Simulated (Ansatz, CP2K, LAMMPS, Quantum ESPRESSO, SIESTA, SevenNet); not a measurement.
**Amorphous 29ZrO2-71SiO2 (mol %) (84 atoms): relaxed, then solved by several programs**

Aim: relax amorphous 29ZrO2-71SiO2 (mol %) (84 atoms), then compare forces, pressure and levels from several programs at that geometry.

These are calculated values.

### 1. Set-up

The cell holds 84 atoms (8 Zr, 20 Si and 56 O), with edges of 10.69, 10.69 and 10.69 Å. Recipe: 84 atoms (8 Zr, 20 Si, 56 O) placed at random at 2.97 g/cm³, melted at 5000 K for 10 ps at fixed volume with the Morse and Coulomb pair potential with partial charges (Pedone, Malavasi, Menziani, Cormack and Segre, J. Phys. Chem. B 110, 11780 (2006)). Quenched from 5000 K to 300 K at 50 K/ps and fixed volume, held 5 ps, then minimised at fixed cell. Then the atoms were relaxed with SevenNet 0 in the fixed cell. Then the atoms were relaxed with CP2K double zeta, PBE.

### 2. The relaxation

CP2K double zeta (DZVP-MOLOPT-SR, GTH-PBE potentials, 480 Ry; k-points Γ) took 13 geometry steps and reached its thresholds. It started from the geometry that SevenNet 0 had relaxed.

Elapsed: 12 min, on 4 MPI ranks of Intel Xeon Platinum 8559C (Emerald Rapids), shared host; peak memory 2.9 GiB.

```tsv
	before	after
energy (meV/atom)	0	-3.1
Si-O bonds under 2.16 Å	80 at 1.650 Å	80 at 1.654 Å
Zr-O bonds under 2.82 Å	48 at 2.162 Å	48 at 2.153 Å
```

Atoms moved by 0.03 Å r.m.s. and 0.06 Å at most, with the common shift taken off.

### 3. Local order after relaxation

Density 2.97 g/cm³, 14.55 Å³ an atom.

g(r), total and by pair (bins of 0.2 Å):

```tsv
r (Å)	total	O-O	O-Si	O-Zr	Si-Si	Si-Zr	Zr-Zr
1.50	0.39	0.00	1.23	0.00	0.00	0.00	0.00
1.70	3.58	0.00	11.29	0.00	0.00	0.00	0.00
1.90	0.37	0.00	0.25	2.25	0.00	0.00	0.00
2.10	0.79	0.00	0.00	6.23	0.00	0.00	0.00
2.30	0.29	0.06	0.00	2.11	0.00	0.00	0.00
2.50	0.49	0.95	0.00	0.56	0.00	0.00	0.00
2.70	1.98	4.32	0.00	0.30	0.32	0.00	0.00
2.90	0.79	1.54	0.05	0.00	0.84	1.05	0.00
3.10	0.82	0.91	0.41	0.00	4.08	0.93	1.50
3.30	0.93	1.16	0.67	0.19	1.85	1.36	1.42
3.50	1.01	0.54	1.52	0.44	0.00	4.42	3.78
3.70	0.67	0.43	0.92	0.86	0.00	1.77	0.00
3.90	0.80	0.53	1.28	0.71	0.49	0.41	2.08
4.10	1.15	0.59	1.68	2.33	0.72	0.00	1.85
4.30	1.22	0.94	1.67	1.46	0.93	0.50	1.68
4.50	1.23	1.04	1.38	1.62	1.07	1.19	0.00
4.70	1.03	1.16	0.65	1.48	1.09	1.26	0.00
4.90	1.04	1.25	0.81	0.99	0.91	1.02	0.00
5.10	1.01	1.27	0.64	0.84	1.58	1.05	0.00
```

Bonds by pair of elements; cutoffs follow the first minimum of g(r), held within bounds set by covalent radii, and pairs that aren't listed don't count as bonded:

```tsv
pair A-B	cutoff (Å)	bonds	mean length (Å)	spread (Å)	shortest (Å)	B about A	A about B
O-Si	2.16	80	1.65	0.052	1.58	1.43	4
O-Zr	2.82	48	2.15	0.175	1.90	0.857	6
```

How many atoms have how many bonded neighbours:

```tsv
element	mean	2	3	4	5	6	7
O	2.29	41	14	1	0	0	0
Si	4	0	0	20	0	0	0
Zr	6	0	0	0	1	6	1
```

Bond angles, per cent of each kind in bins of 5°:

```tsv
angle (°)	O-Zr-O	O-Si-O	Si-O-Zr	Si-O-Si	Zr-O-Zr
60–65	4.1	0.0	0.0	0.0	0.0
65–70	3.3	0.0	0.0	0.0	0.0
70–75	5.8	0.0	0.0	0.0	0.0
75–80	7.4	0.0	0.0	0.0	5.9
80–85	9.9	0.0	0.0	0.0	0.0
85–90	11.6	0.0	2.3	0.0	5.9
90–95	10.7	1.7	4.5	0.0	0.0
95–100	6.6	5.0	9.1	0.0	11.8
100–105	8.3	18.3	9.1	0.0	17.6
105–110	5.0	30.0	2.3	0.0	17.6
110–115	1.7	29.2	0.0	7.1	11.8
115–120	1.7	13.3	4.5	3.6	0.0
120–125	1.7	0.8	2.3	3.6	11.8
125–130	0.0	1.7	9.1	10.7	0.0
130–135	3.3	0.0	9.1	14.3	5.9
135–140	1.7	0.0	11.4	25.0	5.9
140–145	3.3	0.0	2.3	0.0	5.9
145–150	2.5	0.0	9.1	14.3	0.0
150–155	0.8	0.0	6.8	3.6	0.0
155–160	2.5	0.0	9.1	7.1	0.0
160–165	3.3	0.0	4.5	10.7	0.0
165–170	2.5	0.0	0.0	0.0	0.0
170–175	1.7	0.0	4.5	0.0	0.0
175–180	0.8	0.0	0.0	0.0	0.0
```

Bond angles (no mean is given where the spread exceeds 20°):

```tsv
angle	count	mean (°)	spread (°)
O-Zr-O	121	-	-
O-Si-O	120	109	6.1
Si-O-Zr	44	-	-
Si-O-Si	28	138	14.1
Zr-O-Zr	17	110	16.9
```

Oxygen atoms by the number of network formers (Si, P, Ge, B, Al, As, Ga) bound to them:

```tsv
network formers bound to O	O atoms	per cent
0	3	5.4
1	27	48.2
2	25	44.6
3	1	1.8
```

Network units: each former by its oxygen neighbours and how many of them bridge to another former:

```tsv
former	O neighbours	bridging O	atoms
Si	4	1	1
Si	4	2	7
Si	4	3	10
Si	4	4	2
```

Bond length by coordination (bonds to H left out):

```tsv
element	coordination	atoms	mean bond length (Å)
O	2	41	1.74
O	3	14	2.01
O	4	1	2.23
Zr	5	1	2.07
Zr	6	6	2.14
Zr	7	1	2.26
```

For some of the pairs, g(r) has its first main peak near 2.7 Å (O-O), 1.6 Å (O-Si), 2.0 Å (O-Zr) and 3.1 Å (Si-Si). Counting bonds as in the table, 73 % of O atoms have 2, all Si atoms have 4 and 75 % of Zr atoms have 6 bonded neighbours. Counting bonds to Si alone, not to Zr, 45 % of the oxygens join two of these atoms and 48 % one; 2 % join three; 5 % join none. The commonest Si unit has 4 oxygens, 3 of them shared with other formers (10 of 20 atoms).

### 4. The plane-wave reference

Quantum ESPRESSO 7.5: Kohn-Sham DFT, PBE, SSSP efficiency 1.3.0 pseudopotentials, plane waves. Its input for the relaxed cell:

```
&control
  calculation = 'scf'
  pseudo_dir = './pseudo'
  outdir = './tmp'
  disk_io = 'none'
  tprnfor = .true.
  tstress = .true.
/
&system
  ibrav = 0
  nat = 84
  ntyp = 3
  ecutwfc = 60
  ecutrho = 480
  nosym = .true.
  occupations = 'smearing'
  smearing = 'fd'
  degauss = 0.003675
/
&electrons
  conv_thr = 4.2e-07
  electron_maxstep = 100
  mixing_beta = 0.4
  mixing_mode = 'plain'
  diagonalization = 'david'
/
ATOMIC_SPECIES
Zr 91.224 Zr.upf
Si 28.085 Si.upf
O 15.999 O.upf
CELL_PARAMETERS angstrom
10.69060 0.00000 0.00000
0.00000 10.69060 0.00000
0.00000 0.00000 10.69060
ATOMIC_POSITIONS crystal
Zr 0.71973 0.84692 0.79905
Zr 0.42034 0.04250 0.97057
Zr 0.24275 0.63881 0.58427
[... 79 atom lines left out ...]
O 0.83374 0.42894 0.42220
O 0.28412 0.73123 0.40196
K_POINTS gamma
```

It took 2.8 min on 4 MPI ranks of Intel Xeon Platinum 8559C (Emerald Rapids), shared host; peak memory 3.9 GiB.

### 5. All levels at this geometry

CPU times are from a shared host and are rough.

| level | basis or training data | k-points | own r.m.s. force (meV/Å) | difference from the reference (meV/Å) | pressure (GPa) | Kohn-Sham gap (eV) | CPU time | memory (GiB) |
| --- | --- | --- | --- | --- | --- | --- | --- | --- |
| QE, PBE | plane waves, SSSP efficiency, 60/480 Ry | Γ | 100 | - | -2.26 | 3.64 | 11 min | 3.9 |
| CP2K triple zeta, PBE | TZV2P-UZH, GTH-PBE potentials, 600 Ry | Γ | 152 | 137 | -2.70 | 3.70 | 13 min | 6.5 |
| SIESTA DZP, PBE | DZP orbitals, shift 0.01 Ry, mesh 400 Ry | Γ | 216 | 198 | 0.06 | 3.30 | 5.3 min | 2.4 |
| SevenNet 0 | trained on PBE(+U) plane-wave data | - | 157 | 139 | -1.13 | - | 7.1 s | 0.89 |

The gap is the spacing of the highest filled and lowest empty Kohn-Sham level on the mesh; a dash marks partly filled levels, a spacing under 0.15 eV or a method without such levels.

### 6. Outcome

Relaxation in the fixed cell lowers the energy by 3 meV/atom at its own level and moves atoms by up to 0.06 Å. The reference finds an r.m.s. force of 100 meV/Å there and a pressure of -2.26 GPa, at a geometry that CP2K double zeta made. Forces differ from the reference's by 137 meV/Å (CP2K triple zeta, PBE), 139 meV/Å (SevenNet 0) and 198 meV/Å (SIESTA DZP, PBE).

CP2K double zeta is at its own minimum here, so the reference's force is itself a measure of how the two differ. Pressures lie +1.1 GPa (SevenNet 0), -0.4 GPa (CP2K triple zeta, PBE) and +2.3 GPa (SIESTA DZP, PBE) from the reference's. The highest filled and lowest empty levels lie 3.64 eV apart in the reference, against 3.70 eV in CP2K triple zeta, PBE and 3.30 eV in SIESTA DZP, PBE. Counting bonds as in the table, 73 % of O atoms have 2, all Si atoms have 4 and 75 % of Zr atoms have 6 bonded neighbours.

Caveats: The density was set by the recipe and held. One sample of a disordered cell; defect or tail levels can set the gap. Gaps are read on the mesh, which holds the band edges only if they fold onto it, and semilocal functionals tend to put them under measured ones. The quench rate of 50 K/ps is many orders above laboratory rates, so the cell is likely richer in defects and strain than a real sample. The reference samples only Γ, in a cell whose shortest periodic width is 11 Å. The plane-wave runs aren't exact: their cutoffs and mesh weren't converged further here. SIESTA's automatically made basis is far from complete, and its potentials were converted by us (checked for H, C, O, Si, Ge and Ca alone). Where levels are smeared, the DFT runs use Fermi–Dirac occupations at 580 K (0.05 eV), and energies are free energies.

[Logs are printed without paths, hosts, clocks, repeated set-up lines and the standing remarks that a program may print on its own settings, such as how far it seeks lower states.]

[Hosts, paths, dates, database ids (printed as entryN), source tags and the programs' standing remarks are cut or masked in the printed files.]
